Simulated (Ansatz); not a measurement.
# Decaying states in the gap of MgTe2H4Cl2, part 3 of 3

Aim: relax a made-up compound, MgTe2H4Cl2, and see how good a tunnel barrier it would be. It is built by putting Te for O in the MgH4Cl2O2 structure of space group C2/m, with the volume rescaled by atomic radii. The parent structure comes from the Materials Project.

Ansatz 0.2.0; PBEsol DFT, plane waves, PAW files (the session's first sound run).

So far, gap on the k-mesh (eV): step 3 (the bulk crystal and its band edges) 1.20.

The structure was built from a prototype and need not be the compound's stable phase.

### 5. Decay over the two-dimensional zone (continued)

Level of this step: PBEsol DFT, plane waves, PAW files; complex bands by layer matching along the plane's normal (Ansatz).

Slowest decay constant (1/Å; 0 where a channel is open) over k1 and k2. At 0.6000 eV from the Fermi level.

Values, 4 rows by 8 columns:
```
0.380 0.392 0.365 0.275 0.210 0.275 0.365 0.392
0.371 0.368 0.361 0.258 0.183 0.258 0.361 0.368
0.380 0.392 0.365 0.275 0.210 0.275 0.365 0.392
0.437 0.407 0.368 0.303 0.243 0.303 0.368 0.407
```
Columns: k1 (b1) from -0.5 to 0.375; rows upwards: k2 (b2) from -0.5 to 0.25.

The least value on the mesh is 0.183 Å⁻¹ at +0.60 eV. At that energy the listed points give about 0.184 Å⁻¹ by interpolation, so the mesh holds no clearly slower state.

### 6. Decaying states in the gap, plane (010), k-mesh 8×8×8

The same for the (010) plane, at (0, 0) and (0.5, 0), to see how the decay depends on direction.

Input file input.yaml:

```yaml
crystal:
  lattice:
    - [3.765699654, 0.0, 0.0]
    - [3.441597849, 8.322054403, 0.0]
    - [-0.162050902, 4.161027202, 5.9381055]
  atoms:
    - { symbol: Mg, position: [0.0, 0.0, 0.0] }
    - { symbol: H, position: [0.2367354202, 0.5317333182, 0.7208963599] }
    - { symbol: H, position: [0.4841609397, 0.7473703219, 0.7208963599] }
    - { symbol: H, position: [0.7632645798, 0.4682666818, 0.2791036401] }
    - { symbol: H, position: [0.5158390603, 0.2526296781, 0.2791036401] }
    - { symbol: Cl, position: [0.689012962, 0.8058006906, 0.0] }
    - { symbol: Cl, position: [0.310987038, 0.1941993094, 0.0] }
    - { symbol: Te, position: [0.2651128459, 0.7348871541, 0.5302256918] }
    - { symbol: Te, position: [0.7348871541, 0.2651128459, 0.4697743082] }
kpoints:
  mp_grid: { grid: [8, 8, 8] }
scf:
  occupations: { method: fixed }
hamiltonian:
  xc: pbesol
output:
  eigenvalues: true
  transmission:
    leads: [[0, 0]]
    kpoints: [[0.0, 0.0], [0.5, 0.0]]
    e_range: [-1.0, 2.2]
    de: 0.05
```

The run is started by

```
> ansatz run input.yaml --threads 2 --pin off --max-ram 4096MiB --backend cpu --events-out ev --progress --plain --runs-dir out
```

Numbers of over 12 decimals in the logs are rounded to 6 here.

The log of the run:

```text
[...]
Crystal: 9 atoms, lattice volume = 186.090 Å³
Basis set: ecut = 420 eV, 3643 PW (Γ)
Bands: 39, of which v1, the nominal top of the filled ones, is band 30 counted from 1 (29 counted from 0)
Symmetry: 4 space group operations
[...]
k-points: 150 of 512
[...]
SCF iter   1: F=—  HF=-17902.359843 eV  |F-HF|=—  |Δ(HF+E_count)|=         —  Δρ=7.92e-3  dr2=1.74e-1  ethr=1.77e-3  ⟨swp⟩=5.3  Hψ=21149  notcnv=0  defer=963
[...]
SCF iter   7: F=-17902.310784 eV  HF=-17902.310784 eV  |F-HF|=1.05e-7  |Δ(HF+E_count)|=   1.83e-6  Δρ=5.55e-6  dr2=7.90e-8  ethr=1.67e-10  ⟨swp⟩=12.6  Hψ=36126  notcnv=0
SCF 1 converged in 7 iterations: F = -17902.310784 eV  dr2 = 7.90e-8
[...]
transmission: 8 of 16 steps passed
transmission: 16 of 16 steps passed
SCF converged after 7 iterations
Free energy (F): -17902.310784 eV
[...]
Internal energy: -17902.310784 eV  (E = F + TS)
E sigma→0 (E₀):  -17902.310784 eV
Fermi energy:    4.346731 eV
[...]
--- Band table (eV; the first three rows and the last of 150) ---
  k-point 0: bands = [... 26 lower, 1.1706, 1.4538, 3.5687, 4.3467, 5.5495, 6.7229, 7.3060, 7.7851, ... 5 higher]
  k-point 1: bands = [... 26 lower, 1.1414, 1.2931, 3.5494, 4.3417, 5.7801, 6.8608, 7.3081, 7.8271, ... 5 higher]
  k-point 2: bands = [... 26 lower, 0.9341, 1.0643, 3.5090, 4.3280, 6.3370, 7.2263, 7.3822, 7.9290, ... 5 higher]
  k-point 149: bands = [... 26 lower, 0.9952, 1.1788, 1.9094, 2.8347, 5.8942, 6.1934, 6.4937, 6.9256, ... 5 higher]
--- Transmission ---
  basis      : 277 plane waves across, 8 finite elements along
  points     : 2, as listed
[...]
crystal 0  : Mg1Cl2H4Te2, at the sites [0, 0], period 5.9381 Å: whole cells are its period
[...]
channels       : 0.000000e0 a spin
[...]
slowest decay  : 0.1923 /Å at (0.0000, 0.0000)
```

Wall time 84 s (2 threads of Intel Xeon Platinum 8488C (Sapphire Rapids), shared host); peak memory 1.1 GiB; 2.8 min of CPU time.

This step gave:

```yaml
free_energy: -17902.3108 eV
decay_constant_at_the_filling_level_zone_centre: 0.1923 Å⁻¹
decay_constant_at_the_filling_level_slowest_listed_point: 0.1923 Å⁻¹
```

K parallel (0, 0); values up to 1.5 1/Å, a degenerate pair printed once or twice; energies at which all values exceed this have no row. Im kz of the slowest decaying states against energy, zero at the highest filled level on the SCF mesh:

```tsv
energy (eV)	decay 1 (Å⁻¹)	decay 2 (Å⁻¹)	decay 3 (Å⁻¹)	decay 4 (Å⁻¹)
-1.000	0.282	0.390	0.596	0.636
-0.800	0.280	0.622	0.634	0.64
-0.600	0.277	0.286	0.604	0.633
-0.400	0.270	0.339	0.550	0.626
-0.200	0.262	0.356	0.443	0.617
0.000	0.0141	0.250	0.324	0.608
0.200	0.235	0.445	0.598	0.632
0.400	0.216	0.395	0.586	0.620
0.600	0.192	0.381	0.574	0.614
0.800	0.161	0.368	0.560	0.605
1.000	0.117	0.352	0.545	0.595
1.200	0.0131	0.334	0.529	0.584
1.400	0.311	0.510	0.572	0.712
1.600	0.284	0.490	0.558	0.717
1.800	0.250	0.467	0.541	0.719
2.000	0.206	0.440	0.523	0.719
2.200	0.144	0.408	0.501	0.718
```

K parallel (0.5, 0); values up to 1.5 1/Å, a degenerate pair printed once or twice; energies at which all values exceed this have no row. The Im kz of the slowest decaying states by energy, zero at the highest filled level on the SCF mesh:

```tsv
energy (eV)	decay 1 (Å⁻¹)	decay 2 (Å⁻¹)	decay 3 (Å⁻¹)	decay 4 (Å⁻¹)
-1.00	0.507	0.607	1.43	-
-0.85	0.510	0.609	1.41	-
-0.75	0.510	0.609	1.40	-
-0.60	0.510	0.583	0.636	1.38
-0.50	0.509	0.569	0.650	1.36
-0.35	0.508	0.552	0.665	1.34
-0.25	0.506	0.541	0.674	1.33
-0.10	0.503	0.525	0.685	1.30
0.00	0.500	0.514	0.693	1.29
0.15	0.495	0.497	0.705	1.26
0.30	0.478	0.490	0.718	1.23
0.40	0.464	0.486	0.729	1.21
0.55	0.444	0.479	0.748	1.17
0.65	0.430	0.473	0.765	1.15
0.80	0.408	0.463	0.805	1.09
0.90	0.393	0.455	0.852	1.03
1.05	0.368	0.442	0.873	0.984
1.20	0.341	0.427	0.778	1.06
1.30	0.321	0.393	0.437	0.740
1.45	0.287	0.348	0.442	0.698
1.55	0.260	0.316	0.441	0.674
1.70	0.212	0.257	0.438	0.643
1.80	0.172	0.201	0.434	0.625
1.95	0.00694	0.428	0.599	1.12
2.05	0.0938	0.423	0.582	1.12
2.20	0.154	0.415	0.559	1.11
```

At the listed wavevectors the last open channel is at -0.80 eV and the next at +1.25 eV on the grid, wider than the gap, since narrow bands can fall between grid energies. At +0.60 eV, the grid energy nearest the filling level (the middle of the gap on the SCF mesh), the slowest state at the listed wavevectors decays with κ = 0.192 Å⁻¹, its amplitude falling by e over 5.2 Å; the first such run, plane (100), gave 0.183 Å⁻¹.

### 7. Outcome

```yaml
band_gap: 1.20 eV
least_decay_constant_at_mid_gap_normal_to_100: 0.183 Å⁻¹
least_decay_constant_at_mid_gap_normal_to_010: 0.192 Å⁻¹
least_decay_constant_on_a_mesh_normal_to_100: 0.183 Å⁻¹
```

In words: With PBEsol, the slowest decay at the wavevectors tried is κ = 0.183 Å⁻¹, normal to (100). Through such a film the transmission near mid-gap falls as exp(−2κd), a factor of ten every 6.3 Å. The directions tried decay at nearly the same rate. A free electron under a barrier of half the gap would need a mass of 0.21 mₑ to decay at this rate. The compound is made up by substitution; its stability against other phases and against distortions of the cell's symmetry was not tested. A semilocal functional narrows gaps, while spin-orbit coupling, left out here, narrows them in compounds of heavy elements, so the error in κ can go either way.

[Logs are printed without paths, hosts, clocks, repeated set-up lines and the standing remarks that a program may print on its own settings, such as how far it seeks lower states.]

[Hosts, paths, dates, database ids (printed as entryN), source tags and the programs' standing remarks are cut or masked in the printed files.]
